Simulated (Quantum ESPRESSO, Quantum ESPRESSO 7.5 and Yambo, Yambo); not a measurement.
# SrAlGeH (P3m1): Bethe-Salpeter spectra with Yambo

Aim: the absorption spectrum of SrAlGeH (P3m1) with electron-hole interaction, and what each part of the kernel does.

Calculated with Quantum ESPRESSO 7.5 and Yambo 5.3.0; LDA and many-body steps on it, plane waves.

**1. Set-up**

Symmetry: P3m1, No. 156, trigonal system. Conventional cell: a = 4.266 Å, b = 4.266 Å, c = 4.967 Å, α = 90.00°, β = 90.00°, γ = 120.00°. Sr has 3 H at 2.51 Å nearest. Nearest to Al lie 1 H at 1.75 Å and 3 Ge at 2.52 Å. Ge has 3 Al at 2.52 Å nearest. H has 1 Al at 1.75 Å and 3 Sr at 2.51 Å nearest. Farther neighbours are not listed.

Coordinates:

```cif
data_structure
_symmetry_space_group_name_H-M 'P3m1'
_symmetry_Int_Tables_number 156
_cell_length_a 4.2658
_cell_length_b 4.2658
_cell_length_c 4.9673
_cell_angle_alpha 90.000
_cell_angle_beta 90.000
_cell_angle_gamma 120.000
_cell_volume 78.28
loop_
_atom_site_label
_atom_site_type_symbol
_atom_site_symmetry_multiplicity
_atom_site_Wyckoff_symbol
_atom_site_fract_x
_atom_site_fract_y
_atom_site_fract_z
_atom_site_occupancy
Sr1 Sr 1 b 0.33333 0.66667 0.00460 1
Al1 Al 1 a 0.00000 0.00000 0.45805 1
Ge1 Ge 1 c 0.66667 0.33333 0.56130 1
H1 H 1 a 0.00000 0.00000 0.10525 1
```

The cell and positions are those that the Materials Project relaxed with its own functionals (PBE, PBE+U or r2SCAN), kept fixed.

**2. Empty states on the mesh, 3×3×4 mesh, 96 bands**

This step: Quantum ESPRESSO 7.5; DFT, LDA, plane waves, norm-conserving pseudopotentials.

The sums over transitions need many empty states on a uniform mesh; this step solves for them.

Input file pw.in:

```
&control
  calculation = 'nscf'
  prefix = 'x'
  outdir = 'o'
  pseudo_dir = 'pseudo'
/
&system
  ibrav = 0
  nat = 4
  ntyp = 4
  ecutwfc = 70.0
  nbnd = 96
  force_symmorphic = .true.
/
&electrons
  conv_thr = 1e-9
  electron_maxstep = 80
  diago_full_acc = .true.
  diago_thr_init = 5e-6
/
ATOMIC_SPECIES
  Sr 87.62 Sr.upf
  Al 26.982 Al.upf
  Ge 72.63 Ge.upf
  H 1.008 H.upf
CELL_PARAMETERS angstrom
  4.2657904268 0.0000000000 0.0000000000
  -2.1328952134 3.6942828768 0.0000000000
  0.0000000000 0.0000000000 4.9672680000
ATOMIC_POSITIONS crystal
  Sr 0.3333333333 0.6666666667 0.0046010000
  Al 0.0000000000 0.0000000000 0.4580490000
  Ge 0.6666666667 0.3333333333 0.5612960000
  H 0.0000000000 0.0000000000 0.1052520000
K_POINTS automatic
  3 3 4 0 0 0
```

Launch:

```
> OMP_NUM_THREADS=1 mpirun -n 4 pw.x -nk 4 -in pw.in > pw.out
```

The log of the run:

```text
Program PWSCF v.7.5 starts

     This program is part of the open-source Quantum ESPRESSO suite
     for quantum simulation of materials; please cite
         "P. Giannozzi et al., J. Phys.:Condens. Matter 21 395502 (2009);
         "P. Giannozzi et al., J. Phys.:Condens. Matter 29 465901 (2017);
         "P. Giannozzi et al., J. Chem. Phys. 152 154105 (2020);
     in publications or presentations arising from this work. More details at

     Atomic positions and unit cell read from directory:
     o/x.save/

     Message from routine setup:
[...]
k = 0.0000 0.0000-0.4294 (  5232 PWs)   bands (ev):

[...]
48.3324  48.3324  48.7631  49.5738  49.5738  51.5304  51.6058  51.6058
    53.1868  53.1868  53.2268  53.2268  54.2684  56.3281  57.0208  60.8813

          k = 0.0000 0.3849 0.0000 (  5232 PWs)   bands (ev):

     [... further k-points ...]

     highest occupied, lowest unoccupied level (ev):     7.6031    8.4862

     XML data file, pseudopotentials, collected wavefunctions

=------------------------------------------------------------------------------=
   JOB DONE.
=------------------------------------------------------------------------------=
```

It took 12 s on 4 MPI ranks of Arm Neoverse V2, shared host; peak memory 0.4 GiB.

Numbers from this step:

| Quantity | Value |
| --- | --- |
| gap | 0.8831 eV |
| k of the valence top | 0, 0, -0.5 |
| k of the conduction bottom | 0, 0.3333, 0.25 |
| least direct gap | 1.327 eV |
| k points computed | 10 |
| lowest point of the top converged band, above the valence top | 50.2959 eV |

On this mesh the gap is 0.883 eV.

The density comes from a self-consistent run that is not shown.

**3. Conversion and set-up**

This step: Yambo 5.3.0; conversion and set-up on LDA, plane waves, norm-conserving pseudopotentials.

The states are converted to the many-body program's format and the q mesh is built.

Launch:

```
> (cd o/x.save; p2y > p2y.log; mv SAVE ../..); yambo > setup.log
```

The log of the run:

```text
 Yambo, version 5.3.0

 [02] CORE Variables Setup
 =========================

  [02.01] Unit cells
  ==================

  Cell kind             :  HCP
  Atoms in the cell     :  Sr  Al  Ge  H
  number of Sr atoms    :  1
  number of Al atoms    :  1
  number of Ge atoms    :  1
  number of H  atoms    :  1

  List of atomic masses
  Mass of Sr    :  87.62000
  Mass of Al    :  26.98200
  Mass of Ge    :  72.63000
  Mass of H     :  1.008000

  List of atomic coordinates    : [cc]
  Sr1       : -0.40306E-09   4.6541      0.43189E-01  order 1
[...]
IBZ Q-points                                      :  10
 BZ  Q-points                                      :   36

 K/Q-points units:
 rlu = crystal or reduced units; cc = cartesian coordinates; iku = interal k-units

 Q [ 1]         [rlu]:  0.000000  0.000000  0.000000
 Q [ 2]         [rlu]:  0.000000  0.000000  0.250000
 Q [ 3]         [rlu]:  0.000000  0.000000 -0.500000
[...]
Q [ 8]         [rlu]:  0.333333  0.333333  0.250000
 Q [ 9]         [rlu]:  0.333333  0.333333 -0.500000
 Q [10]         [rlu]: -0.80131E-17 -0.33333      0.25000

  [03.01] X indexes
  =================

   [03.01.01] Sigma indexes
   ========================

 [06] Game Over & Game summary
```

Wall time 3 s (1 MPI rank); peak memory 0.24 GiB.

**4. Screening and self-energy, 3×3×4 mesh, 96 bands, screening to 108.8 eV**

G0W0 replaces the xc potential by the self-energy, built once from these orbitals. Only a window of levels is corrected, while the sums run over the empty bands that the input names.

This step: G0W0 on LDA, plane waves, norm-conserving pseudopotentials.

Input file gw1.in:

```
HF_and_locXC
gw0
dyson
ppa
em1d
rim_cut
RandQpts= 1000000
RandGvec= 1 RL
EXXRLvcs= 70 Ry
VXCRLvcs= 280 Ry
Chimod= "HARTREE"
% BndsRnXp
 1 | 96 |
%
NGsBlkXp= 8 Ry
% LongDrXp
 1 | 1 | 1 |
%
% GbndRnge
 1 | 96 |
%
DysSolver= "n"
ExtendOut
PPAPntXp= 27.21138 eV
% QPkrange
 1 | 10 | 12 | 19 |
%
```

Launch:

```
> OMP_NUM_THREADS=1 mpirun -n 4 yambo -F gw1.in -J gw1 -C gw1 > gw1.log
```

The log of the run:

```text
 Yambo, version 5.3.0

 [02] CORE Variables Setup
 =========================

  [... cell, symmetries and grids as in the set-up ...]

  [02.05] Energies & Occupations
  ==============================

  [X] === General ===
  [X] Electronic Temperature                        :  0.000000  0.000000 [eV K]
  [X] Bosonic    Temperature                        :  0.000000  0.000000 [eV K]
  [X] Finite Temperature mode                       : no
  [X] El. density                                   :  0.35769E+24 [cm-3]
[...]
Sc/G damping                                     :  0.100000 ev
   Sc bands terminator                              : no
   Sx RL components                                 :   5269

   QP @ state[ 1 ] K range                          :   1  10
   QP @ state[ 1 ] b range                          :  12  19
   GF energies kind                                 : Slater exchange(X)+Perdew & Wang(C)
   GF WF`s kind                                     : Slater exchange(X)+Perdew & Wang(C)
   Xs energies kind                                 : Slater exchange(X)+Perdew & Wang(C)
   Xs WF`s kind                                     : Slater exchange(X)+Perdew & Wang(C)

 [11] Game Over & Game summary
```

Elapsed: 3.1 min, on 4 MPI ranks; peak memory 1.9 GiB; 12 min of CPU time.

Numbers from this step:

```
G0W0 gap on the mesh                         : 1.562 eV
starting gap on the mesh                     : 0.8831 eV
k of the valence top                         : 0, 0, -0.5
k of the conduction bottom                   : 0, 0.3333, 0.25
least direct G0W0 gap on the computed points : 1.984 eV
```

The gap on the mesh goes from 0.88 eV to 1.56 eV, a correction of +0.68 eV.

The gap opens by 0.679 eV; the next steps shift the empty bands rigidly by 0.657 eV, the correction at the start's least direct gap.

**5. Excitons**

Optical absorption needs the electron-hole interaction, solved here in a basis of vertical transitions on the mesh.

This step: Bethe-Salpeter equation on LDA with a scissors shift, plane waves, norm-conserving pseudopotentials.

Input file bse3.in:

```
optics
bss
bse
em1s
dipoles
rim_cut
RandQpts= 1000000
RandGvec= 1 RL
Chimod= "HARTREE"
BSKmod= "SEX"
BSEmod= "resonant"
BSSmod= "d"
BSENGexx= 30 Ry
BSENGBlk= 6 Ry
% BSEQptR
 1 | 1 |
%
% BSEBands
 12 | 24 |
%
% BEnRange
 0 | 7 | eV
%
% BDmRange
 0.1 | 0.1 | eV
%
BEnSteps= 141
% BLongDir
 1 | 0 | 0 |
%
% BndsRnXs
 1 | 52 |
%
NGsBlkXs= 6 Ry
% LongDrXs
 1 | 1 | 1 |
%
% KfnQP_E
 0.657 | 1.0 | 1.0 |
%
WRbsWF
```

Launch:

```
> OMP_NUM_THREADS=1 mpirun -n 4 yambo -F bse3.in -J bse3 -C bse3 > bse3.log
```

The log of the run:

```text
 Yambo, version 5.3.0

 [02] CORE Variables Setup
 =========================

  [... cell, symmetries and grids as in the set-up ...]

  [02.05] Energies & Occupations
  ==============================

  [X] === General ===
  [X] Electronic Temperature                        :  0.000000  0.000000 [eV K]
  [X] Bosonic    Temperature                        :  0.000000  0.000000 [eV K]
  [X] Finite Temperature mode                       : no
  [X] El. density                                   :  0.35769E+24 [cm-3]
  [X] Fermi Level                                   :  7.603064 [eV]

  [X] === Gaps and Widths ===
  [X] Conduction Band Min                           :  0.883094 [eV]
  [X] Valence Band Max                              :  0.000000 [eV]
  [X] Filled Bands                                  :  14
  [X] Empty Bands                                   :   15   96
  [X] Direct Gap                                    :  1.326929 [eV]
  [X] Direct Gap localized at k                     :  3
  [X] Indirect Gap                                  :  0.883094 [eV]
  [X] Indirect Gap between kpts                     :   3   5
  [X] Last valence band width                       :  1.316434 [eV]
  [X] 1st conduction band width                     :  1.628046 [eV]

 [03] Transferred momenta grid and indexing
 ==========================================

 [BZ sampling] Q-grid is User defined and/or read from the database

 IBZ Q-points                                      :  10
 BZ  Q-points                                      :   36

 K/Q-points units:
 rlu = crystal or reduced units; cc = cartesian coordinates; iku = interal k-units

 Q [ 1]         [rlu]:  0.000000  0.000000  0.000000
 Q [ 2]         [rlu]:  0.000000  0.000000  0.250000
 Q [ 3]         [rlu]:  0.000000  0.000000 -0.500000
 Q [ 4]         [rlu]:  0.80131E-17  0.33333       0.0000
 Q [ 5]         [rlu]:  0.80131E-17  0.33333      0.25000
 Q [ 6]         [rlu]:  0.80131E-17  0.33333     -0.50000
 Q [ 7]         [rlu]:  0.333333  0.333333  0.000000
 Q [ 8]         [rlu]:  0.333333  0.333333  0.250000
 Q [ 9]         [rlu]:  0.333333  0.333333 -0.500000
 Q [10]         [rlu]: -0.80131E-17 -0.33333      0.25000

  [03.01] X + BSE indexes
  =======================

   [03.01.01] Sigma indexes
   ========================

 [04] Coloumb potential Random Integration (RIM)
 ===============================================

  [04.01] RIM initialization
  ==========================

  * Diagonal components only detected *

  8 x (sBL volume)        :  0.104348 [a.u.]
  sBZ random points       :  1000000
  Points outside the sBZ  :   7980387
  RL volume               :  0.469565 [a.u.]
  Integrated volume       :  0.470719 [a.u.]

  [04.02] RIM integrals
  =====================

  Gamma point sphere radius             :  0.085397 [a.u.]
  Points outside the sphere             :   800179
  [Int_sBZ(q=0) 1/q^2]*(Vol_sBZ)^(-1/3) =:  7.487303
                                 should be <:  7.795600

  Summary of Coulomb integrals for non-metallic bands |Q|[au] RIM/Bare

  Q [1] 0.100000E-4 0.960452 * Q [2] 0.167341 0.817266
  Q [4] 0.300006 1.127077 * Q [3] 0.334683 0.952515
  Q [5] 0.343521 1.063058 * Q [10] 0.343521 1.062094
  Q [6] 0.449462 1.010875 * Q [7] 0.519625 1.042095
  Q [8] 0.545906 1.032945 * Q [9] 0.618080 1.018011

 [05] External/Internal QP corrections
 =====================================

 [QP_apply] Action to be applied: USER defined scissor

  [05.01]  QP corrections report
  ==============================

  [K+QP] === General ===
  [K+QP] Electronic Temperature                     :  0.000000  0.000000 [eV K]
  [K+QP] Bosonic    Temperature                     :  0.000000  0.000000 [eV K]
  [K+QP] Finite Temperature mode                    : no
  [K+QP] El. density                                :  0.35769E+24 [cm-3]
  [K+QP] Fermi Level                                :  0.000000 [eV]

  [K+QP] === Gaps and Widths ===
  [K+QP] Conduction Band Min                        :  1.540094 [eV]
[...]
[K+QP] Filled Bands                               :  14
  [K+QP] Empty Bands                                :   15   96
  [K+QP] Direct Gap                                 :  1.983929 [eV]
  [K+QP] Direct Gap localized at k                  :  3
  [K+QP] Indirect Gap                               :  1.540094 [eV]
  [K+QP] Indirect Gap between kpts                  :   3   5
  [K+QP] Last valence band width                    :  1.316434 [eV]
  [K+QP] 1st conduction band width                  :  1.628046 [eV]

  [coarse-grid] Minimum Bare Gap        [ev]:  0.883094
  [coarse-grid] Minimum Gap Correction  [ev]:  0.657000

  Eqp @ K [ 1]
  -35.11858 -23.70463 -23.70463 -23.63827 -23.63827 -23.62715 -17.24903 -17.08747
  -17.08747  -9.84371  -4.62455  -1.41958  -0.59263  -0.59263   1.88473   3.78464
   3.784639  5.010277  5.010277  5.099003  5.196215  5.196215  5.733273  7.886037
    8.76552   8.76552  11.68802  14.03114  15.22928  15.22928  16.43026  16.95923
  Eqp @ K [ 2]
  -35.11816 -23.70465 -23.70465 -23.63861 -23.63861 -23.62716 -17.27983 -17.08597
  -17.08597  -9.58997  -5.34627  -0.74794  -0.41040  -0.41040   2.10776   2.96304
[...]
Eqp @ K [ 3]
[...]
Eqp @ K [ 4]
[...]
Eqp @ K [ 5]
[...]
Eqp @ K [ 6]
[...]
Eqp @ K [ 7]
[...]
Eqp @ K [ 8]
[...]
Eqp @ K [ 9]
[...]
-17.11983  -8.71657  -5.39683  -3.49738  -1.42609  -1.25122   2.07160   3.46776
   4.499206  4.723652  5.591526  6.410454  6.837247  6.865211  7.740988  8.517860
    9.80840  10.32958  12.60366  13.23224  13.41963  13.93881  14.43442  15.81473

 [06] Dipoles
 ============

  [06.01] Setup: observables and procedures
  =========================================

  [WARNING] [x,Vnl] slows the Dipoles computation. To neglect it rename the ns.kb_pp file

  [WARNING] [r,Vnl^pseudo] included in position and velocity dipoles.

  [WARNING] In case H contains other non local terms, these are neglected

 [07] Static Dielectric Matrix
 =============================

 [WR./bse3//ndb.em1s]------------------------------------------------------------
  Brillouin Zone Q/K grids (IBZ/BZ)                :   10   36   10   36
  RL vectors                                       :   6447 [WF]
  Coulomb cutoff potential                         : none
  Electronic Temperature                           :  0.000000 [K]
  Bosonic    Temperature                           :  0.000000 [K]
  Static diel. fun.  energies                      : Slater exchange(X)+Perdew & Wang(C)
  wavefunctions                                    : Slater exchange(X)+Perdew & Wang(C)
  Global Gauge                                     : length
  X matrix size                                    :  145
  X band range                                     :    1   52
  X e/h energy range                               : -1.000000 -1.000000 [eV]
  X Time ordering                                  : T
  X Hxc Kernel                                     : HARTREE
  X Drude frequency                                :  0.000000  0.000000
  X poles                                          :  100.0000 [o/o]
  RL vectors in the sum                            :   6447
  [r,Vnl] included                                 : yes
  Field direction                                  :  0.577350E-5  0.577350E-5  0.577350E-5
  BZ energy Double Grid                            : no
  BZ energy DbGd points                            : 0
  BZ Q point size factor                           : -1.000000
  X Optical Averaged directions                    : none

 [08] Bethe Salpeter Equation driver
 ===================================

  [08.01] Bethe Salpeter Equation @q1
  ===================================

   [08.01.01] Transition pre-analysis @q1
   ======================================

   [08.01.02] Transition Groups build-up @q1
   =========================================

   [BSK] Transition groups (total):  20
   [BSK] Size (resonant):  1080
   [BSK]         (total):  1080
   [BSK] N. of matrices :  1

   [08.01.03] Loading Dipoles @q1
   ==============================

   [08.01.04] Independent Particles properties @q1
   ===============================================

   ==========================================================

   [BSE] Exchange components :  1499
   [BSE] Correlation components :   145   563

    [08.01.05.01] Screened interaction header I/O
    =============================================

    [08.01.05.02] Main kernel loop
    ==============================

    [08.01.05.03] Wave-Function Phases
    ==================================

    [BSE] WF phases found       :  60.00000 [o/o]

   [08.01.06] BSE solver(s) @q1
   ============================

   [08.01.07] Diago Solver @q1
   ===========================

 [11] Game Over & Game summary
```

Elapsed: 29 s, on 4 MPI ranks; peak memory 1.3 GiB; 1.8 min of CPU time.

Numbers from this step:

| Item | Value |
| --- | --- |
| transitions in the window | 1080 |
| direct gap of the transition levels | 1.984 eV |
| lowest state | 1.910 eV |
| first strong exciton (over a fiftieth of the strongest listed) | 2.057 eV |
| binding of the lowest state below the direct gap | 0.07392 eV |
| Coulomb term of one mesh cell | 0.1168 eV |

The binding is 0.63 times the screened Coulomb term of one mesh cell (0.12 eV), so it is not shown settled.

The lowest state lies at 1.910 eV, 0.074 eV under the direct gap.

Lines within 3 meV are set at the lowest of them, and the highest group, which the list may cut short, is left out. Exciton lines, with heights relative to the strongest:

```csv
position (eV),lines merged,"strength, relative"
1.910,1,0.0
2.057,1,80
2.060,1,100
2.200,2,1.1
2.214,1,0.0
2.218,2,12
2.238,1,0.0
2.329,1,75
2.333,1,69
2.381,2,5.3
2.442,2,17
2.454,1,0.0
2.458,1,0.0
2.469,1,3.6
2.473,1,3.3
2.489,2,0.5
2.507,1,0.0
```

The ε₂ has structure finer than the step of the table below, so its rows give means over 0.25 eV, whole bins alone (the curve runs from 0 to 7 eV). Peaks (eV: height): BSE 2.050: 91.4, 2.350: 87.9, 2.750: 98.3, 3.350: 44.0; no electron-hole interaction 2.500: 81.4, 2.950: 99.4, 3.500: 59.9.

Field along x; broadening 0.1 eV; transition window only. Limits: finite bands, cutoff and mesh; exchange with frozen shells missing; no spin-orbit coupling; coarse k mesh; exciton not shown settled in the k mesh. The ε₂ by photon energy; means over each step:

```csv
photon energy (eV),BSE,no electron-hole interaction
0.25,0.694,0.529
0.50,0.890,0.655
0.75,1.19,0.837
1.00,1.68,1.12
1.25,2.60,1.58
1.50,4.75,2.48
1.75,12.9,4.82
2.00,62.2,17.7
2.25,74.3,40.4
2.50,60.4,65.2
2.75,77.1,56.8
3.00,25.1,68.5
3.25,31.7,30.1
3.50,28.6,55.3
3.75,14.0,33.6
4.00,10.00,13.7
4.25,8.96,13.7
4.50,10.3,12.7
4.75,9.28,10.9
5.00,4.46,6.76
5.25,2.79,3.43
5.50,4.23,3.37
5.75,4.93,5.80
6.00,3.33,3.94
6.25,2.51,3.31
6.50,3.27,3.20
6.75,2.90,3.20
```

[end of part 1 of 3]

[Paths, hosts, dates, memory and timing lines, banners, echoed tables and standing remarks are left out of the program output.]

[Logs are printed without paths, hosts, clocks, repeated set-up lines and the standing remarks that a program may print on its own settings, such as how far it seeks lower states.]

[Runs of the session that timed out or met a known fault of the program may be left out.]

[Hosts, paths, dates, database ids (printed as entryN), source tags and the programs' standing remarks are cut or masked in the printed files.]
